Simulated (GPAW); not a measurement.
# Conductance along a series: a C chain with one atom pushed aside at constant bond length, part 2 of 2

Wanted: the trend of the zero-bias conductance over a family of junctions, a C chain with one atom pushed aside at constant bond length.

GPAW 26.7.0; GPAW LCAO, PAW setups; Landauer transmission from Green's functions with principal layers (ASE), zero bias.

So far, transmission at the Fermi level (one spin): step 2 (member of the series, offset 0.3 Å) 2.00; step 3 (another cell, offset 0.6 Å) 1.91; step 4 (another cell, offset 0.9 Å) 1.01. Also open channels of the lead at the Fermi level (one spin): step 2 2; step 3 2.

## (6) K-points along the lead 40: lead_nz = 40

The lead's own mesh along the current sets its density and potential; where the lead is aligned to the junction's end layer, a rigid shift drops out.

Contents of run.py:

```python
import json
import numpy as np
from ase import Atoms
from ase.transport.calculators import TransportCalculator
from gpaw import GPAW, FermiDirac
from gpaw.lcao.tools import get_lcao_hamiltonian
from scipy.linalg import eigh

# The junction with lead layers at both ends, along the third cell vector
device = Atoms(
    ['C', 'C', 'C', 'C', 'C', 'C', 'C', 'C', 'C', 'C', 'C', 'C', 'C'],
    positions=[
        [4.50000, 4.50000, 0.64000],
        [4.50000, 4.50000, 1.92000],
        [4.50000, 4.50000, 3.20000],
        [4.50000, 4.50000, 4.48000],
        [4.50000, 4.50000, 5.76000],
        [4.50000, 4.50000, 7.04000],
        [5.10000, 4.50000, 8.17066],
        [4.50000, 4.50000, 9.30133],
        [4.50000, 4.50000, 10.58133],
        [4.50000, 4.50000, 11.86133],
        [4.50000, 4.50000, 13.14133],
        [4.50000, 4.50000, 14.42133],
        [4.50000, 4.50000, 15.70133]],
    cell=[[9.0, 0.0, 0.0], [0.0, 9.0, 0.0], [0.0, 0.0, 16.34133]],
    pbc=True)

# One principal layer of the lead: the first 4 atoms of the device
lead = Atoms(
    ['C', 'C', 'C', 'C'],
    positions=[
        [4.50000, 4.50000, 0.64000],
        [4.50000, 4.50000, 1.92000],
        [4.50000, 4.50000, 3.20000],
        [4.50000, 4.50000, 4.48000]],
    cell=[[9.0, 0.0, 0.0], [0.0, 9.0, 0.0], [0.0, 0.0, 5.12]],
    pbc=True)

settings = dict(mode='lcao', basis='dzp', xc='RPBE', h=0.2,
                occupations=FermiDirac(0.1), maxiter=250,
                mixer=dict(beta=0.1, nmaxold=8, weight=100.0),
                convergence=dict(density=0.0001))
energies = np.arange(-3, 3 + 1e-9, 0.075)
eta = 0.0001
n1, n2 = 1, 1
# k and -k transmit alike, so half of the mesh across the current serves
mesh = [(i, j) for i in range(n1) for j in range(n2) if (i, j) <= (-i % n1, -j % n2)]
weights = np.array([1 if (i, j) == (-i % n1, -j % n2) else 2 for i, j in mesh]) / (n1 * n2)

# [... helper functions left out ...]
fermi_lead = ground_state(lead, (1, 1, 40), 'lead.txt')
fermi_device = ground_state(device, (1, 1, 5), 'device.txt')
# [... loop over the mesh left out, but for ...]
        # Shift the lead onto the potential of the device's first layer
        shift = ((H[:, 0, 0] - H0[:, 0, 0]) / S0[0, 0]).real.mean()
# [...]
kT = 8.617333e-5 * 77
bias = [0.1, 0.2, 0.5, 1.0, 1.5, 2.0]
# [... integrals and printing left out ...]
```

On the command line:

```bash
$ OMP_NUM_THREADS=1 OPENBLAS_NUM_THREADS=1 python run.py
```

What it wrote:

```text
basis functions: device 169, principal layer 52
Fermi level: lead -4.1276 eV, device -4.1295 eV; lead shifted by 0.0305 eV
largest coupling past the next layer 1.03e-04 eV, largest misfit of the first layer 0.022 eV
  E-E_F (eV)   T (one spin)  channels
    -3.000    1.8095e+00    2.0000
    -2.925    1.8132e+00    2.0000
    -2.850    1.8170e+00    2.0000
    -2.775    1.8207e+00    2.0000
    -2.700    1.8245e+00    2.0000
    -2.625    1.8283e+00    2.0000
    -2.550    1.8322e+00    2.0000
    -2.475    1.8360e+00    2.0000
    -2.400    1.8399e+00    2.0000
    -2.325    1.8437e+00    2.0000
    -2.250    1.8475e+00    2.0000
    -2.175    1.8514e+00    2.0000
    -2.100    1.8551e+00    2.0000
    -2.025    1.8589e+00    2.0000
    -1.950    1.8626e+00    2.0000
    -1.875    1.8662e+00    2.0000
[...]
2.475    1.7046e+00    2.0000
     2.550    1.6912e+00    2.0000
     2.625    1.6773e+00    2.0000
     2.700    1.6628e+00    2.0000
     2.775    1.6479e+00    2.0000
     2.850    1.6325e+00    2.0000
     2.925    1.6166e+00    2.0000
     3.000    1.6002e+00    2.0000
conductance at 77 K: 1.9073 G0 a cell; thermopower 0.01166 uV/K
current from the zero-bias T(E) at 0.1 V: 14.778 uA
current from the zero-bias T(E) at 0.2 V: 29.554 uA
current from the zero-bias T(E) at 0.5 V: 73.872 uA
current from the zero-bias T(E) at 1.0 V: 147.64 uA
current from the zero-bias T(E) at 1.5 V: 221.21 uA
current from the zero-bias T(E) at 2.0 V: 294.46 uA
```

Elapsed: 37 s, on 1 thread of Arm Neoverse N1, shared host; peak memory 0.53 GiB.

This step gave:

| Property | Result |
| --- | --- |
| conductance | 1.907 G₀ |
| largest misfit of the first principal layer | 0.02194 eV |
| shift that aligns the lead | 0.03055 eV |
| transmission at the Fermi level (one spin) | 1.907 |

One spin. Table of transmission, zone mean by energy, zero at the Fermi level:

energy (eV), transmission, zone mean and a bar from the least value:
```
    -3.00       1.81 ####################
    -2.77       1.82 #####################
    -2.55       1.83 #######################
    -2.40       1.84 #######################
    -2.17       1.85 ########################
    -1.95       1.86 #########################
    -1.73       1.87 ###########################
    -1.57       1.88 ###########################
    -1.35       1.89 ############################
    -1.12       1.90 #############################
    -0.90       1.90 #############################
    -0.75       1.90 ##############################
    -0.53       1.91 ##############################
    -0.30       1.91 ##############################
    -0.07       1.91 ##############################
     0.00       1.91 ##############################
     0.07       1.91 ##############################
     0.30       1.90 #############################
     0.53       1.90 #############################
     0.75       1.89 ############################
     0.90       1.88 ###########################
     1.12       1.86 ##########################
     1.35       1.85 ########################
     1.57       1.83 ######################
     1.73       1.81 #####################
     1.95       1.78 ##################
     2.17       1.75 ###############
     2.40       1.72 ###########
     2.55       1.69 #########
     2.77       1.65 #####
     3.00       1.60
```

Crossings of the lead's bands, unfolded to its shortest repeat. The open channels, zone mean stays at 2 for energy from -3 to 3 eV.

Not self-consistent under bias; the bias window is split evenly. The current through one cell, from the zero-bias transmission by bias:

| bias (V) | current through one cell, from the zero-bias transmission (μA) |
| --- | --- |
| 0.100 | 14.8 |
| 0.200 | 29.6 |
| 0.500 | 73.9 |
| 1.000 | 148 |
| 1.500 | 221 |
| 2.000 | 294 |

Table of transmission of the three most open eigenchannels by energy, zero at the Fermi level:

```
energy (eV)  channel 1  channel 2  channel 3
      -3.00      0.993      0.817          0
      -2.85      0.993      0.823          0
      -2.70      0.994      0.830          0
      -2.55      0.995      0.837          0
      -2.33      0.996      0.848          0
      -2.17      0.996      0.855          0
      -2.02      0.997      0.862          0
      -1.88      0.997      0.869          0
      -1.73      0.998      0.876          0
      -1.57      0.998      0.882          0
      -1.35      0.998      0.890          0
      -1.20      0.999      0.895          0
      -1.05      0.999      0.899          0
      -0.90      0.999      0.903          0
      -0.75      0.999      0.906          0
      -0.60      0.999      0.908          0
      -0.38      0.999      0.910          0
      -0.23      0.999      0.910          0
      -0.07      0.999      0.909          0
       0.00      0.999      0.908          0
       0.07      0.999      0.907          0
       0.23      0.999      0.904          0
       0.38      0.999      0.901          0
       0.60      0.999      0.893          0
       0.75      0.999      0.887          0
       0.90      0.999      0.879          0
       1.05      0.999      0.871          0
       1.20      0.999      0.860          0
       1.35      0.998      0.849          0
       1.57      0.998      0.829          0
       1.73      0.998      0.813          0
       1.88      0.998      0.796          0
       2.02      0.997      0.777          0
       2.17      0.997      0.756          0
       2.33      0.996      0.734          0
       2.55      0.996      0.696          0
       2.70      0.995      0.668          0
       2.85      0.994      0.638          0
       3.00      0.994      0.606          0
```

The conductance equals that of the unchanged run to 0.2 %.

## (7) Summary of results

| Quantity | Value |
| --- | --- |
| conductance, first and last member | 2.00 and 1.01 G₀ |
| largest and smallest | 2.00 and 1.01 G₀ |

As the sideways shift goes from 0.3 to 0.9 Å, the conductance goes from 2.00 to 1.01 G₀. The conductance falls at every step of the series. The geometry was built from estimated bond lengths and not relaxed, so the numbers describe this model structure. An evenly spaced straight chain is an idealisation: free chains tend to dimerise, zigzag or, where a band edge lies near the Fermi level, turn magnetic. The currents use the zero-bias T(E) throughout, which holds only while the bias is small against the distance to the nearest feature. The energy step is wider than the thermal energy, so the conductance and thermopower rest on interpolation of T(E).

[Logs are printed without paths, hosts, clocks, repeated set-up lines and the standing remarks that a program may print on its own settings, such as how far it seeks lower states.]

[Hosts, paths, dates, database ids (printed as entryN), source tags and the programs' standing remarks are cut or masked in the printed files.]
